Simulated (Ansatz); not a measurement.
# LaBiS2O (P4/nmm): a band-gap study from LDA to G0W0 at the band limit

Aim: a best estimate of the quasiparticle gap of LaBiS2O (P4/nmm), with each correction and its cost laid out.

Program: Ansatz 0.2.0. Level of theory: density functionals, hybrids, G0W0, plane waves, PAW. Results are calculated unless marked as measured.

## 1. Starting point

Symmetry: P4/nmm, No. 129, tetragonal system. Conventional cell: a = 4.055 Å, b = 4.055 Å, c = 14.173 Å, α = 90.00°, β = 90.00°, γ = 90.00°. Nearest to La lie 4 O at 2.38 Å and 4 S at 3.21 Å. Nearest to Bi lie 5 S at 2.52 to 2.88 Å. Nearest to S lie 4 Bi at 2.88 Å. Nearest to S lie 1 Bi at 2.52 Å and 4 La at 3.21 Å. Nearest to O lie 4 La at 2.38 Å. Farther neighbours and most contacts between anions are not listed.

Coordinates:

```cif
data_structure
_symmetry_space_group_name_H-M 'P 1'
_symmetry_Int_Tables_number 1
_cell_length_a 4.0555
_cell_length_b 4.0555
_cell_length_c 14.1733
_cell_angle_alpha 90.000
_cell_angle_beta 90.000
_cell_angle_gamma 90.000
_cell_volume 233.11
loop_
_atom_site_label
_atom_site_type_symbol
_atom_site_fract_x
_atom_site_fract_y
_atom_site_fract_z
_atom_site_occupancy
La1 La 0.50000 0.00000 0.58774 1
La2 La 0.00000 0.50000 0.41226 1
Bi3 Bi 0.00000 0.50000 0.86777 1
Bi4 Bi 0.50000 0.00000 0.13223 1
S5 S 0.50000 0.00000 0.89002 1
S6 S 0.00000 0.50000 0.10998 1
S7 S 0.00000 0.50000 0.69020 1
S8 S 0.50000 0.00000 0.30980 1
O9 O 0.00000 0.00000 0.50000 1
O10 O 0.50000 0.50000 0.50000 1
```

The cell and positions are those that the Materials Project relaxed with its own functionals (PBE, PBE+U or r2SCAN), kept fixed. At the settings of the band run the largest force is still 0.35 eV/Å. Spin-orbit coupling is left out unless a step names it. The default PAW set here is soft_2. Its files were made with PBE.

## 2. LDA bands

The cheap functional maps the bands first; the places of the edges decide which points the dearer methods must see.

This step: DFT, LDA, plane waves, PAW.

Contents of input.yaml:

```yaml
crystal:
  lattice:
    - [4.055497, 0.0, 0.0]
    - [0.0, 4.055497, 0.0]
    - [0.0, 0.0, 14.173265]
  atoms:
    - { symbol: La, position: [0.5, 0.0, 0.587742] }
    - { symbol: La, position: [0.0, 0.5, 0.412258] }
    - { symbol: Bi, position: [0.0, 0.5, 0.867775] }
    - { symbol: Bi, position: [0.5, 0.0, 0.132225] }
    - { symbol: S, position: [0.5, 0.0, 0.89002] }
    - { symbol: S, position: [0.0, 0.5, 0.10998] }
    - { symbol: S, position: [0.0, 0.5, 0.690201] }
    - { symbol: S, position: [0.5, 0.0, 0.309799] }
    - { symbol: O, position: [0.0, 0.0, 0.5] }
    - { symbol: O, position: [0.5, 0.5, 0.5] }
kpoints:
  mp_grid: { grid: [6, 6, 2] }
  band_path:
    path:
      - [[0.0, 0.0, 0.0], [0.0, 0.5, 0.0], [0.5, 0.5, 0.0], [0.0, 0.0, 0.0], [0.0, 0.0, 0.5], [0.0, 0.5, 0.5], [0.5, 0.5, 0.5], [0.0, 0.0, 0.5]]
      - [[0.0, 0.5, 0.0], [0.0, 0.5, 0.5]]
      - [[0.5, 0.5, 0.0], [0.5, 0.5, 0.5]]
    npoints: 10
hamiltonian:
  xc: lda
scf:
  occupations: { method: fermi_dirac, width: 0.02 }
  n_extra_bands: 7
output:
  eigenvalues: true
  forces: true
  stress: true
  write_density: true
  write_potential: true
  elf: true
  volumetric_format: npy
```

Command:

```
> ansatz run input.yaml --threads 3 --pin off --max-ram 92160MiB --backend cuda --events-out ev --progress --plain --runs-dir out --devices 1 --max-vram 13GiB
```

Numbers of over 12 decimals in the logs are rounded to 6 here.

The log of the run:

```text
scf.n_extra_bands = 7 over 44 filled bands (N_el = 88.0): the run solves 51 bands
GPUs: using 1 of 1 available (devices: 1).
Engine: ansatz 0.2.0, x86_64-unknown-linux-gnu
Pseudopotentials: kind: paw
Pseudopotential: La, paw, valence charge 11, recommended cutoff 420 eV (normal), La.paw.azcp
Pseudopotential: Bi, paw, valence charge 15, recommended cutoff 420 eV (normal), Bi.paw.azcp
Pseudopotential: S, paw, valence charge 6, recommended cutoff 420 eV (normal), S.paw.azcp
Pseudopotential: O, paw, valence charge 6, recommended cutoff 420 eV (normal), O.paw.azcp
Functional definition: SPW92
  exchange = slater_x
  correlation = pw_c
device memory: the entry about to start is reckoned to put 3.2 GiB on a device that reports 42.8 GiB free (of which the cap on the GPU budget leaves the run 13.0 GiB)
GPU FFT provider: cuFFT
GPU libraries: cuBLAS 13.8.2, cuFFT 12.4.0, cuSOLVER 12.3.4
Crystal: 10 atoms, lattice volume = 233.108 Å³
Basis set: ecut = 420 eV, 4575 PW (Γ)
Bands: 51, of which v1, the nominal top of the filled ones, is band 44 counted from 1 (43 counted from 0)
Symmetry: 16 space group operations
Space group: P4/nmm (ITA 129), of the structure as read, at distance tolerance 6.2e-5 Å
k-points: 20 of 72
Non-local potential: La, projectors of the file, l = 0: 3, l = 1: 2, l = 2: 2, l = 3: 3
Non-local potential: Bi, projectors of the file, l = 0: 2, l = 1: 2, l = 2: 2, l = 3: 2
Non-local potential: S, projectors of the file, l = 0: 2, l = 1: 2, l = 2: 2
Non-local potential: O, projectors of the file, l = 0: 2, l = 1: 2, l = 2: 1
PAW form: soft (Blöchl's): semilocal exchange-correlation on the pseudo side does not see the compensation charge
PAW frozen core: La, regenerated for the run's functional, and the local potential with it (the file was generated under x = pbe(κ = 0.804, μ = 0.219515), c = pbe(β = 0.066725))
PAW frozen core: Bi, regenerated for the run's functional, and the local potential with it (the file was generated under x = pbe(κ = 0.804, μ = 0.219515), c = pbe(β = 0.066725))
PAW frozen core: S, regenerated for the run's functional, and the local potential with it (the file was generated under x = pbe(κ = 0.804, μ = 0.219515), c = pbe(β = 0.066725))
PAW frozen core: O, regenerated for the run's functional, and the local potential with it (the file was generated under x = pbe(κ = 0.804, μ = 0.219515), c = pbe(β = 0.066725))
PAW one-centre angular grid: La, 590 points (default); XC on 64 Gauss nodes
PAW one-centre angular grid: Bi, 590 points (default); XC on 64 Gauss nodes
PAW one-centre angular grid: S, 110 points (default); XC on 64 Gauss nodes
PAW one-centre angular grid: O, 110 points (default); XC on 64 Gauss nodes
Initial density: superposition of atomic densities (neutral atoms: chi_scale 0, normalization atom), corrected by the library's trained network
Initial wavefunctions: pseudopotential atomic-orbital guess
GPU buffer pool allocated for 86400 grid points (all kernels)
GPU transforms: local potential and band sums: pruned to the plane-wave sphere, on 27×27×96
Functional: x = slater, c = lda
SCF iter   1: F=—  HF=-40925.444373 eV  |F-HF|=—  |Δ(HF+E_count)|=         —  Δρ=9.46e-3  dr2=2.82e-1  ethr=1.77e-3  ⟨swp⟩=10.4  Hψ=4977  notcnv=0
preconditioner: auto → Resta (q_TF=auto, 2.319 Å⁻¹)  ε∞=4.9  [insulator: Δε(μ)=0.642 eV  Ē_g=9.910 eV  σ=0.020 eV  W_gap=1.00  n_scr=50 (ndim 8)  ℏωp=19.5 eV  f_vac=0.003  D(μ)=0.00/eV (n_scr^D=0)  ε∞_Penn≈4.9]
SCF iter   2: F=—  HF=-40925.398692 eV  |F-HF|=—  |Δ(HF+E_count)|=   4.57e-2  Δρ=4.64e-3  dr2=4.82e-2  ethr=3.21e-4  ⟨swp⟩=4.8  Hψ=2160  notcnv=0
SCF iter   3: F=—  HF=-40925.390252 eV  |F-HF|=—  |Δ(HF+E_count)|=   8.44e-3  Δρ=1.89e-3  dr2=7.21e-3  ethr=5.48e-5  ⟨swp⟩=4.6  Hψ=2178  notcnv=0  defer=1
SCF iter   4: F=—  HF=-40925.388779 eV  |F-HF|=—  |Δ(HF+E_count)|=   1.47e-3  Δρ=5.95e-4  dr2=1.06e-3  ethr=8.20e-6  ⟨swp⟩=4.6  Hψ=1837  notcnv=0  defer=1
SCF iter   5: F=—  HF=-40925.388597 eV  |F-HF|=—  |Δ(HF+E_count)|=   1.82e-4  Δρ=1.64e-4  dr2=9.28e-5  ethr=1.20e-6  ⟨swp⟩=2.0  Hψ=1356  notcnv=0
SCF iter   6: F=—  HF=-40925.388850 eV  |F-HF|=—  |Δ(HF+E_count)|=   2.53e-4  Δρ=4.84e-5  dr2=5.80e-6  ethr=1.05e-7  ⟨swp⟩=2.0  Hψ=1323  notcnv=0
SCF iter   7: F=—  HF=-40925.388851 eV  |F-HF|=—  |Δ(HF+E_count)|=   1.58e-6  Δρ=8.70e-6  dr2=2.89e-7  ethr=6.59e-9  ⟨swp⟩=2.0  Hψ=1826  notcnv=0
SCF iter   8: F=-40925.388851 eV  HF=-40925.388851 eV  |F-HF|=1.04e-8  |Δ(HF+E_count)|=   4.59e-8  Δρ=2.30e-6  dr2=2.40e-8  ethr=1.14e-10  ⟨swp⟩=16.1  Hψ=9262  notcnv=0
SCF 1 converged in 8 iterations: F = -40925.388851 eV  dr2 = 2.40e-8
[...]
device memory: the entry about to start is reckoned to put 3.4 GiB on a device that reports 42.8 GiB free (of which the cap on the GPU budget leaves the run 13.0 GiB)
NSCF: frozen V_eff on 93 k-points
SCF converged after 8 iterations
Free energy (F): -40925.388851 eV
Harris-Foulkes:  -40925.388851 eV  (|F-HF|=1.04e-8)
Internal energy: -40925.388851 eV  (E = F + TS)
E sigma→0 (E₀):  -40925.388851 eV
Fermi energy:    7.821822 eV
--- Per-component energies (eV) ---
  E_band       = -348.795391
  E_kinetic    = 1760.426556
  E_local      = -5673.885102  (includes V_loc(G=0)·N_el)
  E_nonlocal   = 1549.741134
  E_hartree    = 1973.381440
  E_xc         = -1108.220175
  E_vxc        = -1121.895542  (∫ρ·V_xc dr)
  E_paw        = -33763.847782  (= ΣΔE_a)
  E_vpaw       = -809.957206  (= ΣTr[D̂ρ^β])
  E_aug_tail   = 0.003897  (compensation charges beyond the density's cutoff)
  E_ewald      = -5664.431115
  E_core_change = 1.442296  (= ΣΔE_core)
  E_smearing   = -0.000000  (= −TS)
  E_closure    = 0.000000  (closes the sum)
  Σ components = -40925.388851   (vs F -40925.388851, Δ=0.00e0)
--- Forces (eV/Å), atoms counted from 1 ---
  atom   1  La     0.00000000     0.00000000    -0.35162551
  atom   2  La     0.00000000     0.00000000     0.35162551
  atom   3  Bi     0.00000000     0.00000000    -0.17354463
  atom   4  Bi     0.00000000     0.00000000     0.17354463
  atom   5  S      0.00000000     0.00000000     0.07165176
  atom   6  S      0.00000000     0.00000000    -0.07165176
  atom   7  S      0.00000000     0.00000000     0.04921421
  atom   8  S      0.00000000     0.00000000    -0.04921421
  atom   9  O      0.00000000    -0.00000000    -0.00000000
  atom  10  O      0.00000000    -0.00000000     0.00000000
  max |Σ_I F_I| component: 2.78e-17 eV/Å
--- Stress (GPa, compression-positive) ---
       -5.103185       0.000000       0.000000
        0.000000      -5.103185       0.000000
        0.000000       0.000000      -4.470190
  P = ⅓ Tr σ = -4.8922 GPa (-48.922 kbar)
--- Band table (eV; the first three rows and the last of 20) ---
  k-point 0: bands = [... 40 lower, 7.0496, 7.0496, 7.4056, 7.4056, 10.7678, 11.0431, 11.0846, 11.2398, ... 3 higher]
  k-point 1: bands = [... 40 lower, 7.0666, 7.0749, 7.3941, 7.3941, 10.7765, 10.8709, 10.9288, 11.2211, ... 3 higher]
  k-point 2: bands = [... 40 lower, 6.9440, 6.9514, 7.1886, 7.3198, 10.5225, 10.9062, 11.0283, 11.0610, ... 3 higher]
  k-point 19: bands = [... 40 lower, 6.2513, 6.2513, 6.5519, 6.5519, 10.9823, 10.9823, 11.6099, 11.6099, ... 3 higher]
```

Run time: 6.4 s. Hardware: 1 × NVIDIA H100 80GB HBM3 (shared by 6 runs) with 3 threads of AMD EPYC 7R13 (Zen 3), shared host; peak memory 1.1 GiB; 9.3 s of CPU time.

The column dr2 measures how far the density is from self-consistency, as an energy; F and HF (Harris–Foulkes) agree once it is small.

Numbers from this step:

| Property | Result |
| --- | --- |
| pressure | -4.892 GPa |
| filled bands | 44 |
| gap | 0.8266 eV |
| valence top at | Γ |
| conduction bottom at | X |
| least direct gap | 0.8286 eV |

The gap is indirect, with the least direct gap 0.002 eV higher. The pressure of -5 GPa says that this functional would shrink the cell; it is kept.

The electronic bands at the labelled points (eV, zero at the top of the highest nominally filled band):

```csv
point,band 41,band 42,band 43,band 44,band 45,band 46,band 47,band 48
Γ,-0.36,-0.36,0.00,0.00,3.36,3.64,3.68,3.83
halfway,-0.54,-0.50,-0.30,-0.20,2.39,2.87,2.87,3.13
X,-0.66,-0.66,0.00,0.00,0.83,0.83,1.45,1.45
halfway,-0.98,-0.98,-0.69,-0.69,3.05,3.05,3.45,3.45
M,-1.15,-1.15,-0.76,-0.76,3.61,3.61,4.17,4.17
halfway,-0.83,-0.52,-0.44,-0.25,1.62,1.78,3.34,3.60
Γ,-0.36,-0.36,0.00,0.00,3.36,3.64,3.68,3.83
halfway,-0.35,-0.35,-0.01,-0.01,3.37,3.54,3.61,3.82
Z,-0.34,-0.33,-0.01,-0.01,3.37,3.47,3.52,3.82
halfway,-0.53,-0.53,-0.48,-0.20,2.49,2.84,2.84,3.16
R,-0.68,-0.68,-0.01,-0.01,0.83,0.83,1.45,1.45
halfway,-0.92,-0.92,-0.63,-0.63,2.96,2.96,3.48,3.48
A,-1.15,-1.15,-0.85,-0.85,3.58,3.58,4.20,4.20
halfway,-0.70,-0.54,-0.49,-0.43,1.61,1.82,3.42,3.44
Z,-0.34,-0.33,-0.01,-0.01,3.37,3.47,3.52,3.82
jump to X,-0.66,-0.66,0.00,0.00,0.83,0.83,1.45,1.45
halfway,-0.67,-0.67,-0.01,-0.01,0.83,0.83,1.45,1.45
R,-0.68,-0.68,-0.01,-0.01,0.83,0.83,1.45,1.45
jump to M,-1.15,-1.15,-0.76,-0.76,3.61,3.61,4.17,4.17
halfway,-1.15,-1.15,-0.81,-0.81,3.59,3.59,4.18,4.18
A,-1.15,-1.15,-0.85,-0.85,3.58,3.58,4.20,4.20
```

Electrostatic potential energy in the ac plane at fractional y = 0.000, with atoms of La and Bi and S and O within 0.2 Å of it. With pseudopotentials it is smooth inside the atoms' cores, unlike the true potential.

Values in eV, 24 rows by 14 columns, each cell a mean:
```
 12  12  12  12  11  10   9   8   9  10  12  12  12  12
 12  12  11  10   2 -11 -22 -23 -19  -7   6  10  11  12
 11  11  10   7  -9 -29 -25 -20 -29 -25   0   8  11  11
 11  11  11  10   3  -9 -20 -22 -17  -5   7  10  11  11
 12  12  12  12  12  11   9   9  10  11  12  12  12  12
 13  13  13  13  13  13  12  12  13  13  13  13  13  13
 13  13  13  12  11  11  10  10  11  11  12  12  13  13
 12  12  11  10   7   5   2   1   3   5   8  10  12  12
 11  11   8   4  -7 -19 -29 -30 -26 -16  -2   5   9  11
 11  10   6  -2 -25 -37 -20  -9 -29 -36 -15   0   8  11
  1   4   7   1 -16 -31 -32 -28 -34 -29  -8   3   7   3
-39 -30  -4   7   4  -2  -9 -10  -6   0   6   7 -15 -34
-28 -19   3  11  11  10   9   9   9  10  11  11  -6 -22
  9  11  12  12  12  12  12  12  12  12  12  12  12  10
 11  11  12  12  11   9   6   6   7  10  11  12  12  11
 12  12  12  10   2 -12 -23 -24 -21  -8   7  11  12  12
 13  13  12   9  -7 -27 -25 -21 -28 -23   2  10  12  13
 13  13  12  11   4  -7 -19 -20 -15  -4   8  11  13  13
 12  12  11  10   7   5   1   0   2   5   9  11  12  12
 11  11   8   4  -7 -22 -33 -36 -30 -18  -1   6  10  11
 11  10   6  -1 -27 -44 -45 -45 -45 -44 -14   1   8  10
 11  10   7   2 -14 -33 -43 -44 -41 -29  -6   4   9  11
 12  12  10   9   5   1  -4  -5  -2   2   7   9  11  12
 12  12  12  12  11  11  10  10  10  11  11  12  12  12
```
Columns run along a (4.1 Å; values clipped at the 3rd and 97th percentile), rows up along c (14.2 Å). Atoms in or near the plane, at fractional coordinates: La at (0.50, 0.59), Bi at (0.50, 0.13), S at (0.50, 0.89), S at (0.50, 0.31), O at (0.00, 0.50).

ELF in the ac plane at fractional y = 0.000, with atoms of La and Bi and S and O within 0.2 Å of it. It is the smooth field of the valence electrons, not physical close to the nuclei.

Ten even steps from '_' (0.01) to '@' (0.87), each cell a mean:
```
____..--**##%%@@%%##++::____
____--##@@@@@@%%@@@@%%**::__
__..==##@@##::__==%%@@##--..
__..--**@@@@@@%%@@@@%%**::__
____..--**##%%@@%%##==::____
__________..::::::..________
____________________________
________..--==++==::________
______--%%@@%%%%@@@@**::____
......++@@%%::__==%%%%==__..
%%##==--##%%**++##%%**--++##
++%%%%++::==####**--::**@@##
##%%%%**::__________--##@@%%
**++==::____......__..::==**
____..::++**######**==::____
__..++%%@@@@##**%%@@@@##--..
__::##@@@@%%::__==@@@@@@++..
__..==##%%%%%%##%%%%%%**--__
____..::==++++++++++--::____
____..::====------==--::..__
____::--==--..::..--==--..__
____::--++==::::--====--..__
______::====++++++==--..____
________....::::::..________
```
Columns run along a (4.1 Å), rows up along c (14.2 Å). Atoms in or near the plane, at fractional coordinates: La at (0.50, 0.59), Bi at (0.50, 0.13), S at (0.50, 0.89), S at (0.50, 0.31), O at (0.00, 0.50).

## 3. LDA+SOC

Spin-orbit coupling can split or shift the edges; a non-collinear run measures by how much.

This step: DFT, LDA with spin-orbit coupling, plane waves, PAW.

input.yaml, the sections that differ from step 2:

```yaml
kpoints:
  mp_grid: { grid: [6, 6, 2] }
  band_path:
    path:
      - [0.0, 0.0, 0.0]
      - [0.0, 0.5, 0.0]
      - [0.5, 0.5, 0.0]
      - [0.0, 0.0, 0.5]
      - [0.0, 0.5, 0.5]
      - [0.5, 0.5, 0.5]
    npoints: 1
scf:
  occupations: { method: fermi_dirac, width: 0.02 }
  n_extra_bands: 14
magnetization:
  noncollinear: true
  spin_orbit: true
output:
  eigenvalues: true
  forces: true
  stress: true
# crystal, hamiltonian: as in step 2
```

The log of the run:

```text
[...]
GPUs: using 1 of 1 available (devices: 1).
[...]
non-collinear run that drives no moment, with spin-orbit: no starting moment large enough to seed its density (crystal.atoms[].spin), no starting occupations that ask for one, no magnetisation constraint and no magnetic field, so the semilocal B_xc is pinned to zero
[...]
k-point 1: bands = [... 84 lower, 7.2465, 7.2465, 7.3636, 7.3636, 10.2017, 10.2017, 10.5222, 10.5222, ... 10 higher]
  k-point 2: bands = [... 84 lower, 7.1125, 7.1125, 7.2466, 7.2466, 9.8188, 9.8188, 10.1391, 10.1391, ... 10 higher]
  k-point 19: bands = [... 84 lower, 6.5553, 6.5553, 6.5553, 6.5553, 10.6161, 10.6161, 10.6161, 10.6161, ... 10 higher]
[key lines of the parts left out:]
SCF converged after 10 iterations
Magnetization: |M| = 0.0000 μB,  M = (+0.0000, +0.0000, +0.0000) μB
Free energy (F): -41014.981808 eV
Fermi energy:    7.628432 eV
P = ⅓ Tr σ = -4.7076 GPa (-47.076 kbar)
```

Wall time 13 s (1 × NVIDIA H100 80GB HBM3 (shared by 6 runs) with 3 threads); peak memory 1.2 GiB; 23 s of CPU time.

This step gave:

* pressure: -4.708 GPa
* gap: 0.4799 eV
* valence top at: X
* conduction bottom at: X
* least direct gap: 0.4799 eV

The gap stands −0.35 eV against LDA, and the valence top moves to (0.000, 0.500, 0.000).

## 4. r2SCAN

r2SCAN sits between gradient functionals and hybrids in what it does to gaps, at little more than semilocal cost.

This step: DFT, r2SCAN, plane waves, PAW.

input.yaml, as its differences from that of step 3:

```diff
@@ -28,9 +28,6 @@
 hamiltonian:
-  xc: lda
+  xc: r2scan
 scf:
-  occupations: { method: fermi_dirac, width: 0.02 }
-  n_extra_bands: 14
-magnetization:
-  noncollinear: true
-  spin_orbit: true
+  occupations: { method: fixed }
+  n_extra_bands: 7
 output:
@@ -39 +36,5 @@
   stress: true
+  write_density: true
+  write_potential: true
+  elf: true
+  volumetric_format: npy
```

The log of the run:

```text
[...]
GPUs: using 1 of 1 available (devices: 1).
[...]
GPU FFT provider: cuFFT
GPU libraries: cuBLAS 13.8.2, cuFFT 12.4.0, cuSOLVER 12.3.4
Crystal: 10 atoms, lattice volume = 233.108 Å³
Basis set: ecut = 500 eV, 5947 PW (Γ), exchange–correlation on 120×120×432 points (64 copies of the dense FFT grid, shifted against one another)
[...]
k-point 0: bands = [... 40 lower, 7.0619, 7.0619, 7.4477, 7.4477, 11.4804, 11.6059, 11.6908, 11.9963, ... 3 higher]
  k-point 1: bands = [... 40 lower, 7.0780, 7.1155, 7.4375, 7.4375, 11.4823, 11.4934, 11.5534, 11.9611, ... 3 higher]
  k-point 2: bands = [... 40 lower, 6.9482, 6.9643, 7.2515, 7.3575, 11.0779, 11.4635, 11.5378, 11.5779, ... 3 higher]
  k-point 19: bands = [... 40 lower, 6.3910, 6.3910, 6.5583, 6.5583, 11.5923, 11.5923, 12.4120, 12.4120, ... 3 higher]
[key lines of the parts left out:]
SCF converged after 9 iterations
Free energy (F): -42126.174632 eV
Fermi energy:    7.560870 eV
P = ⅓ Tr σ = -0.7050 GPa (-7.050 kbar)
```

Wall time 9 s (1 × NVIDIA H100 80GB HBM3 (shared by 6 runs) with 3 threads); peak memory 1.3 GiB; 11 s of CPU time.

Numbers from this step:

- pressure: -0.7050 GPa
- gap: 1.134 eV
- valence top at: X
- conduction bottom at: X
- least direct gap: 1.134 eV

The gap stands +0.31 eV against LDA, and the valence top moves to (0.000, 0.500, 0.000).

## 5. HSE06

HSE06 mixes in a quarter of exact exchange at short range. Exchange couples all pairs of k points, which makes a full band path dear, so levels are read on the mesh and at chosen points.

This step: DFT, HSE06, plane waves, PAW.

input.yaml, as its differences from that of step 4:

```diff
@@ -17,3 +17,3 @@
 kpoints:
-  mp_grid: { grid: [6, 6, 2] }
+  mp_grid: { grid: [4, 4, 2] }
   band_path:
@@ -28,3 +28,3 @@
 hamiltonian:
-  xc: r2scan
+  xc: hse06
 scf:
@@ -34,7 +34 @@
   eigenvalues: true
-  forces: true
-  stress: true
-  write_density: true
-  write_potential: true
-  elf: true
-  volumetric_format: npy
```

The log of the run:

```text
[...]
GPUs: using 1 of 1 available (devices: 1).
[...]
davidson cushion auto → on  (no smearing: the cushion is to keep the highest requested band from converging to the state above it; pin scf.eigensolver.cushion to override)
[...]
GPU FFT provider: cuFFT
GPU libraries: cuBLAS 13.8.2, cuFFT 12.4.0, cuSOLVER 12.3.4
Crystal: 10 atoms, lattice volume = 233.108 Å³
Basis set: ecut = 420 eV, 4575 PW (Γ)
[...]
Fermi energy:    7.355145 eV
[...]
--- Band table (eV; the first three rows and the last of 12) ---
  k-point 0: bands = [... 40 lower, 6.6168, 6.6168, 6.9866, 6.9866, 11.8601, 11.8841, 11.9119, 12.6948, ... 3 higher]
  k-point 1: bands = [... 40 lower, 6.6382, 6.7538, 6.9721, 6.9721, 11.7029, 11.7290, 11.9295, 12.3864, ... 3 higher]
  k-point 2: bands = [... 40 lower, 6.4401, 6.4578, 6.7958, 6.8001, 10.4246, 10.8846, 10.9210, 11.1838, ... 3 higher]
  k-point 11: bands = [... 40 lower, 5.7198, 5.7198, 6.1393, 6.1393, 11.8260, 11.8260, 12.6227, 12.6227, ... 3 higher]
[key lines of the parts left out:]
Free energy (F): -42067.341164 eV
```

It took 46 s on 1 × NVIDIA H100 80GB HBM3 (shared by 6 runs) with 3 threads; peak memory 1.7 GiB; 79 s of CPU time.

This step gave:

* gap: 1.351 eV
* valence top at: X
* conduction bottom at: X
* least direct gap: 1.351 eV

The gap stands +0.52 eV against LDA, and the valence top moves to (0.000, 0.500, 0.000).

[end of part 1 of 3]

[Paths, hosts, dates, memory and timing lines, banners, echoed tables and standing remarks are left out of the program output.]

[Logs are printed without paths, hosts, clocks, repeated set-up lines and the standing remarks that a program may print on its own settings, such as how far it seeks lower states.]

[Runs of the session that timed out or met a known fault of the program may be left out.]

[Cells called generated may have been cut or substituted from an entry of the Crystallography Open Database or the Materials Project.]

[Hosts, paths, dates, database ids (printed as entryN), source tags and the programs' standing remarks are cut or masked in the printed files.]
